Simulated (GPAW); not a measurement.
# Screening of a field by a 7-layer slab of Mo(110)

Wanted: the out-of-plane polarisability of a 7-layer slab of Mo(110).

Method: GPAW, PAW setups; slab in vacuum, relaxation, in the first sound run; inputs show where later runs differ, in GPAW 26.7.0.

This is a report of a sequence of runs, with most program output left out.

## Step 1: The structure

The cell holds 7 atoms: 7 Mo. Its edges and angles: a = 2.728 Å, b = 2.728 Å, c = 27.364 Å, α = 90.0°, β = 90.0°, γ = 70.5°. Vacuum lies along c.

## Step 2: Relaxation

The atoms are relaxed first, since the surface dipole, and with it the work function, follows the positions of the outer layers. The lowest 3 atoms are held at bulk positions and keep their forces.

File run.py:

```python
import json
import numpy as np
from ase import Atoms
from ase.constraints import FixAtoms
from ase.optimize import BFGS
from gpaw import GPAW, PW

slab = Atoms(
    ['Mo', 'Mo', 'Mo', 'Mo', 'Mo', 'Mo', 'Mo'],
    positions=[
        [0.00000, 0.00000, 7.00000],
        [2.22739, 0.00000, 9.22739],
        [0.00000, 0.00000, 11.45477],
        [2.22739, 0.00000, 13.68216],
        [0.00000, 0.00000, 15.90955],
        [2.22739, 0.00000, 18.13693],
        [0.00000, 0.00000, 20.36432]],
    cell=[[2.22739, -1.575, 0.0], [2.22739, 1.575, 0.0], [0.0, 0.0, 27.36432]],
    pbc=[True, True, False])

slab.calc = GPAW(mode=PW(400), xc='PBE', kpts={'size': (12, 12, 1), 'gamma': True},
                 occupations={'name': 'fermi-dirac', 'width': 0.1}, nbands='160%',
                 convergence={'density': 1e-05}, maxiter=200,
                 poissonsolver={'dipolelayer': 'xy'},
                 symmetry={'tolerance': 1e-3, 'extra_ids': [1, 1, 1, 0, 0, 0, 0]}, txt='slab.txt')
result = {}
slab.set_constraint(FixAtoms([0, 1, 2]))
path = []
opt = BFGS(slab, maxstep=0.2)
opt.attach(lambda: path.append((slab.get_potential_energy(), slab.positions.tolist(), slab.get_forces().tolist())))
result['relaxed'] = bool(opt.run(fmax=0.03, steps=40))
result['path'] = path
energy = slab.get_potential_energy()
fermi = slab.calc.get_fermi_level()
v = slab.calc.get_electrostatic_potential().mean((0, 1)) - fermi
n = slab.calc.get_pseudo_density().mean((0, 1))
L = slab.cell[2, 2]
z = np.arange(len(v)) * L / len(v)
low, high = slab.positions[:, 2].min(), slab.positions[:, 2].max()
below, above = np.interp([low - 4.8, high + 4.8], z, v)
slopes = [np.interp(x, z, np.gradient(v, z)) for x in (low - 4.8, high + 4.8)]
eps = np.array([[slab.calc.get_eigenvalues(k, s) for k in range(len(slab.calc.get_ibz_k_points()))]
                for s in range(slab.calc.get_number_of_spins())]) - fermi
top, bottom = eps[eps < 0].max(), eps[eps > 0].min()
dipole = slab.get_dipole_moment()[2]
print(f'energy {energy:.4f} eV, Fermi level {fermi:.4f} eV, dipole {dipole:.5f} e A')
print(f'potential 4.8 A off the faces, from the Fermi level: lower {below:.4f} eV, upper {above:.4f} eV')
print(f'slope of the potential there: lower {slopes[0]:.5f}, upper {slopes[1]:.5f} eV/A')
print(f'nearest levels on the mesh: {top:.4f} and {bottom:.4f} eV')
print('magnetic moment', round(slab.get_magnetic_moment(), 3))
result.update(energy=energy, fermi=fermi, dipole=dipole, below=below, above=above, slopes=slopes, edges=[top, bottom],
              z=z.tolist(), v=v.tolist(), n=n.tolist(), positions=slab.positions.tolist(),
              forces=slab.get_forces(apply_constraint=False).tolist(), moments=slab.get_magnetic_moments().tolist())
json.dump(result, open('result.json', 'w'))
```

Command:

```sh
OMP_NUM_THREADS=1 OPENBLAS_NUM_THREADS=1 python run.py
```

The job ended after 36 min (1 thread of Intel Xeon Platinum 8488C (Sapphire Rapids), shared host; peak memory 0.4 GiB).

The steps of the relaxation:

```
step  energy less that of the first step (eV)  largest force (eV/Å)
   1                                   0.0000                0.6528
   2                                  -0.0098                0.5061
   3                                  -0.0279                0.1943
   4                                  -0.0284                0.1525
   5                                  -0.0293                0.0581
   6                                  -0.0297                0.0650
   7                                  -0.0299                0.0542
   8                                  -0.0300                0.0335
   9                                  -0.0301                0.0216
```

The atoms that moved most (Å):

```
atom     dx     dy      dz  length
 Mo7  0.000  0.000  -0.047   0.047
 Mo6  0.000  0.000   0.043   0.043
 Mo5  0.000  0.000   0.022   0.022
 Mo4  0.000  0.000   0.009   0.009
```

Final coordinates:

```cif
data_structure
_symmetry_space_group_name_H-M 'P 1'
_symmetry_Int_Tables_number 1
_cell_length_a 2.7280
_cell_length_b 2.7280
_cell_length_c 27.3643
_cell_angle_alpha 90.000
_cell_angle_beta 90.000
_cell_angle_gamma 70.529
_cell_volume 192.00
loop_
_atom_site_label
_atom_site_type_symbol
_atom_site_fract_x
_atom_site_fract_y
_atom_site_fract_z
_atom_site_occupancy
Mo1 Mo 0.00000 0.00000 0.25581 1
Mo2 Mo 0.50000 0.50000 0.33721 1
Mo3 Mo 0.00000 0.00000 0.41860 1
Mo4 Mo 0.50000 0.50000 0.50034 1
Mo5 Mo 0.00000 0.00000 0.58222 1
Mo6 Mo 0.50000 0.50000 0.66436 1
Mo7 Mo 0.00000 0.00000 0.74249 1
```

Numbers from this step:

* dipole along the normal: 0.004051 e·Å
* levels nearest the Fermi level on the mesh: -0.01500, 0.01019 eV from the Fermi level
* upper work function: 4.537 eV
* lower work function: 4.639 eV

The electrostatic potential energy of an electron (without an applied field's), less the Fermi level, planar mean oscillates, so the rows of the table below give means over windows of 2.24 Å about each position, cut where the curve ends. Its maxima inside the range that stand out by 2 % of the span (Å: eV): 8.1: -2.08, 10.4: -2.24, 12.6: -2.12, 14.9: -2.09, 17.1: -2.11, 19.2: -2.98. Its minima: 7.1: -27.9, 9.2: -28.5, 11.4: -28.5, 13.7: -28.5, 15.9: -28.5, 18.2: -28.6, 20.3: -28.1.

Electrostatic potential energy of an electron (without an applied field's), less the Fermi level, planar mean against z; means over each step:

```
z (Å)  electrostatic potential energy of an electron (without an applied field's), less the Fermi level, planar mean (eV)
 1.12                                                                                                                4.64
 3.36                                                                                                                4.61
 5.60                                                                                                               -1.10
 7.84                                                                                                               -13.4
10.08                                                                                                               -13.6
12.32                                                                                                               -13.5
14.56                                                                                                               -13.4
16.80                                                                                                               -13.4
19.04                                                                                                               -14.6
21.28                                                                                                               -7.13
23.52                                                                                                                4.45
25.76                                                                                                                4.54
```

The pseudo valence density, planar mean oscillates, so the rows of the table below give means over windows of 2.14 Å about each position, cut where the curve ends. Its maxima inside the range that stand out by 2 % of the span (Å: e/Å³): 7.1: 1.97, 9.2: 1.98, 11.5: 1.91, 13.7: 1.99, 16.0: 1.89, 18.2: 1.99, 20.3: 2.00. Its minima: 8.1: 0.320, 10.3: 0.323, 12.6: 0.316, 14.8: 0.316, 17.1: 0.311, 19.2: 0.357.

The pseudo valence density, planar mean by z; means over each step:

```
z (Å)  pseudo valence density, planar mean (e/Å³)
 1.07                                      3.8e-6
 3.21                                      6.4e-4
 5.35                                       0.105
 7.49                                       0.909
 9.63                                       0.912
11.77                                       0.914
13.91                                       0.915
16.05                                       0.916
18.19                                       0.924
20.33                                       0.902
22.47                                      0.0291
24.61                                      1.9e-4
```

The relaxation lowered the energy of the cell by 0.0301 eV (energies extrapolated to zero smearing; the optimiser's log prints free energies). The largest force left on a free atom is 0.022 eV/Å.

## Step 3: Plane waves, PBE

With the geometry fixed, the planar mean of the potential gives the vacuum level on each side.

This step: GPAW, PAW setups; slab in vacuum (GPAW 26.7.0).

Changes to run.py since step 2:

```diff
@@ -3,4 +3,2 @@
 from ase import Atoms
-from ase.constraints import FixAtoms
-from ase.optimize import BFGS
 from gpaw import GPAW, PW
@@ -11,8 +9,8 @@
         [0.00000, 0.00000, 7.00000],
-        [2.22739, 0.00000, 9.22739],
+        [2.22739, -0.00000, 9.22739],
         [0.00000, 0.00000, 11.45477],
-        [2.22739, 0.00000, 13.68216],
-        [0.00000, 0.00000, 15.90955],
-        [2.22739, 0.00000, 18.13693],
-        [0.00000, 0.00000, 20.36432]],
+        [2.22739, -0.00000, 13.69152],
+        [-0.00000, 0.00000, 15.93202],
+        [2.22739, -0.00000, 18.17988],
+        [0.00000, -0.00000, 20.31777]],
     cell=[[2.22739, -1.575, 0.0], [2.22739, 1.575, 0.0], [0.0, 0.0, 27.36432]],
@@ -24,10 +22,4 @@
                  poissonsolver={'dipolelayer': 'xy'},
-                 symmetry={'tolerance': 1e-3, 'extra_ids': [1, 1, 1, 0, 0, 0, 0]}, txt='slab.txt')
+                 symmetry={'tolerance': 1e-3}, txt='slab.txt')
 result = {}
-slab.set_constraint(FixAtoms([0, 1, 2]))
-path = []
-opt = BFGS(slab, maxstep=0.2)
-opt.attach(lambda: path.append((slab.get_potential_energy(), slab.positions.tolist(), slab.get_forces().tolist())))
-result['relaxed'] = bool(opt.run(fmax=0.03, steps=40))
-result['path'] = path
 energy = slab.get_potential_energy()
```

Run time: 8.9 min. Hardware: 1 thread; peak memory 0.4 GiB.

Numbers from this step:

```
dipole along the normal                    : 0.003959 e·Å
levels nearest the Fermi level on the mesh : -0.01500, 0.01017 eV from the Fermi level
```

The electrostatic potential energy of an electron (without an applied field's), less the Fermi level, planar mean oscillates, so the rows of the table below give means over windows of 2.24 Å about each position, cut where the curve ends. Its maxima inside the range that stand out by 2 % of the span (Å: eV): 8.1: -2.08, 10.4: -2.24, 12.6: -2.12, 14.9: -2.09, 17.1: -2.11, 19.2: -2.98. Its minima: 7.1: -27.9, 9.2: -28.5, 11.4: -28.5, 13.7: -28.5, 15.9: -28.5, 18.2: -28.6, 20.3: -28.1.

The electrostatic potential energy of an electron (without an applied field's), less the Fermi level, planar mean by z; means over each step:

(Unchanged from step 2.)

The pseudo valence density, planar mean oscillates, so the rows of the table below give means over windows of 2.14 Å about each position, cut where the curve ends. Its maxima inside the range that stand out by 2 % of the span (Å: e/Å³): 7.1: 1.97, 9.2: 1.98, 11.5: 1.91, 13.7: 1.99, 16.0: 1.89, 18.2: 1.99, 20.3: 2.00. Its minima: 8.1: 0.320, 10.3: 0.323, 12.6: 0.316, 14.8: 0.316, 17.1: 0.311, 19.2: 0.357.

The pseudo valence density, planar mean by z; means over each step:

(Unchanged from step 2.)

Force by atom:

```
atom  x (eV/Å)  y (eV/Å)  z (eV/Å)   size
 Mo1     0.000     0.000     0.549  0.549
 Mo2     0.000     0.000    -0.652  0.652
 Mo3     0.000     0.000     0.071  0.071
 Mo4     0.000     0.000     0.008  0.008
 Mo5     0.000     0.000     0.001  0.001
 Mo6     0.000     0.000     0.001  0.001
 Mo7     0.000     0.000     0.021  0.021
```

The potential is flat to 0.002 eV/Å where it is read, so the vacuum is wide enough.

## Step 4: In a field

A uniform field along the normal polarises the slab; the atoms stay fixed, so this is the electronic response alone.

Changes to run.py since step 3:

```diff
@@ -4,2 +4,3 @@
 from gpaw import GPAW, PW
+from gpaw.external import ConstantElectricField
 
@@ -22,2 +23,3 @@
                  poissonsolver={'dipolelayer': 'xy'},
+                 external=ConstantElectricField(-0.2, [0, 0, 1]),
                  symmetry={'tolerance': 1e-3}, txt='slab.txt')
```

It took 12 min on 1 thread; peak memory 0.62 GiB.

This step gave:

```yaml
dipole_along_the_normal: -0.1308 e·Å
levels_nearest_the_fermi_level_on_the_mesh: -0.01497, 0.01020 eV from the Fermi level
potential_below_the_slab_the_applied_field_s_own_ramp_left_out: 2.903 eV from the Fermi level
potential_above_the_slab_the_applied_field_s_own_ramp_left_out: 6.275 eV from the Fermi level
```

The electrostatic potential energy of an electron (without an applied field's), less the Fermi level, planar mean oscillates, so the rows of the table below give means over windows of 2.24 Å about each position, cut where the curve ends. Its maxima inside the range that stand out by 2 % of the span (Å: eV): 8.1: -3.19, 10.4: -2.90, 12.6: -2.34, 14.9: -1.85, 17.1: -1.42, 19.2: -1.87, 26.8: 6.28. Its minima: 6.9: -29.2, 9.2: -29.4, 11.4: -28.9, 13.7: -28.5, 15.9: -28.0, 18.2: -27.7, 20.3: -26.8.

Table of electrostatic potential energy of an electron (without an applied field's), less the Fermi level, planar mean by z; means over each step:

```
z (Å)  electrostatic potential energy of an electron (without an applied field's), less the Fermi level, planar mean (eV)
 1.12                                                                                                                3.04
 3.36                                                                                                                2.88
 5.60                                                                                                               -2.70
 7.84                                                                                                               -14.6
10.08                                                                                                               -14.4
12.32                                                                                                               -13.7
14.56                                                                                                               -13.2
16.80                                                                                                               -12.7
19.04                                                                                                               -13.6
21.28                                                                                                               -5.61
23.52                                                                                                                6.18
25.76                                                                                                                6.28
```

Force by atom:

```
atom  x (eV/Å)  y (eV/Å)  z (eV/Å)   size
 Mo1     0.000     0.000     0.555  0.555
 Mo2     0.000     0.000    -0.664  0.664
 Mo3     0.000     0.000     0.074  0.074
 Mo4     0.000     0.000     0.010  0.010
 Mo5     0.000     0.000     0.001  0.001
 Mo6     0.000     0.000    -0.010  0.010
 Mo7     0.000     0.000     0.029  0.029
```

The dipole is now -0.131 e Å, against 0.0040 in the run without a field.

## Step 5: In a field

Changes to run.py since step 4:

```diff
@@ -23,3 +23,3 @@
                  poissonsolver={'dipolelayer': 'xy'},
-                 external=ConstantElectricField(-0.2, [0, 0, 1]),
+                 external=ConstantElectricField(-0.1, [0, 0, 1]),
                  symmetry={'tolerance': 1e-3}, txt='slab.txt')
```

The job ended after 12 min (1 thread; peak memory 0.63 GiB).

This step gave:

```
dipole along the normal                                         : -0.06345 e·Å
levels nearest the Fermi level on the mesh                      : -0.01512, 0.009992 eV from the Fermi level
potential below the slab, the applied field's own ramp left out : 3.769 eV from the Fermi level
potential above the slab, the applied field's own ramp left out : 5.405 eV from the Fermi level
```

The electrostatic potential energy of an electron (without an applied field's), less the Fermi level, planar mean oscillates, so the rows of the table below give means over windows of 2.24 Å about each position, cut where the curve ends. Its maxima inside the range that stand out by 2 % of the span (Å: eV): 8.1: -2.64, 10.4: -2.57, 12.6: -2.23, 14.9: -1.97, 17.1: -1.77, 19.2: -2.42. Its minima: 6.9: -28.5, 9.2: -29.0, 11.4: -28.7, 13.7: -28.5, 15.9: -28.3, 18.2: -28.2, 20.3: -27.5.

The electrostatic potential energy of an electron (without an applied field's), less the Fermi level, planar mean by z; means over each step:

z (Å), electrostatic potential energy of an electron (without an applied field's), less the Fermi level, planar mean (eV) and a bar from the least value:
```
     1.12        3.8 ############################
     3.36        3.7 ###########################
     5.60       -1.9 ###################
     7.84      -14.0 
    10.08      -14.0 
    12.32      -13.6 #
    14.56      -13.3 #
    16.80      -13.1 ##
    19.04      -14.1 
    21.28       -6.4 ############
    23.52        5.3 ##############################
    25.76        5.4 ##############################
```

Force by atom:

```
atom  x (eV/Å)  y (eV/Å)  z (eV/Å)   size
 Mo1     0.000     0.000     0.553  0.553
 Mo2     0.000     0.000    -0.658  0.658
 Mo3     0.000     0.000     0.071  0.071
 Mo4     0.000     0.000     0.009  0.009
 Mo5     0.000     0.000     0.004  0.004
 Mo6     0.000     0.000    -0.003  0.003
 Mo7     0.000     0.000     0.028  0.028
```

The dipole is now -0.0634 e Å, against 0.0040 in the run without a field.

## Step 6: In a field

Changes to run.py since step 5:

```diff
@@ -23,3 +23,3 @@
                  poissonsolver={'dipolelayer': 'xy'},
-                 external=ConstantElectricField(-0.1, [0, 0, 1]),
+                 external=ConstantElectricField(-0.05, [0, 0, 1]),
                  symmetry={'tolerance': 1e-3}, txt='slab.txt')
```

The job ended after 15 min (1 thread; peak memory 0.63 GiB).

The electrostatic potential energy of an electron (without an applied field's), less the Fermi level, planar mean oscillates, so the rows of the table below give means over windows of 2.24 Å about each position, cut where the curve ends. Its maxima inside the range that stand out by 2 % of the span (Å: eV): 8.1: -2.36, 10.4: -2.41, 12.6: -2.18, 14.9: -2.03, 17.1: -1.94, 19.2: -2.70. Its minima: 7.1: -28.2, 9.2: -28.7, 11.4: -28.6, 13.7: -28.5, 15.9: -28.4, 18.2: -28.4, 20.3: -27.8.

Electrostatic potential energy of an electron (without an applied field's), less the Fermi level, planar mean against z; means over each step:

```
z (Å)  electrostatic potential energy of an electron (without an applied field's), less the Fermi level, planar mean (eV)
 1.12                                                                                                                4.24
 3.36                                                                                                                4.18
 5.60                                                                                                               -1.50
 7.84                                                                                                               -13.7
10.08                                                                                                               -13.8
12.32                                                                                                               -13.5
14.56                                                                                                               -13.4
16.80                                                                                                               -13.2
19.04                                                                                                               -14.4
21.28                                                                                                               -6.75
23.52                                                                                                                4.88
25.76                                                                                                                4.97
```

## Step 7: Field on

Changes to run.py since step 6:

```diff
@@ -23,3 +23,3 @@
                  poissonsolver={'dipolelayer': 'xy'},
-                 external=ConstantElectricField(-0.05, [0, 0, 1]),
+                 external=ConstantElectricField(0.05, [0, 0, 1]),
                  symmetry={'tolerance': 1e-3}, txt='slab.txt')
```

Elapsed: 11 min, on 1 thread; peak memory 0.62 GiB.

(Continued in part 2 of 2.)

[Logs are printed without paths, hosts, clocks, repeated set-up lines and the standing remarks that a program may print on its own settings, such as how far it seeks lower states.]

[Hosts, paths, dates, database ids (printed as entryN), source tags and the programs' standing remarks are cut or masked in the printed files.]
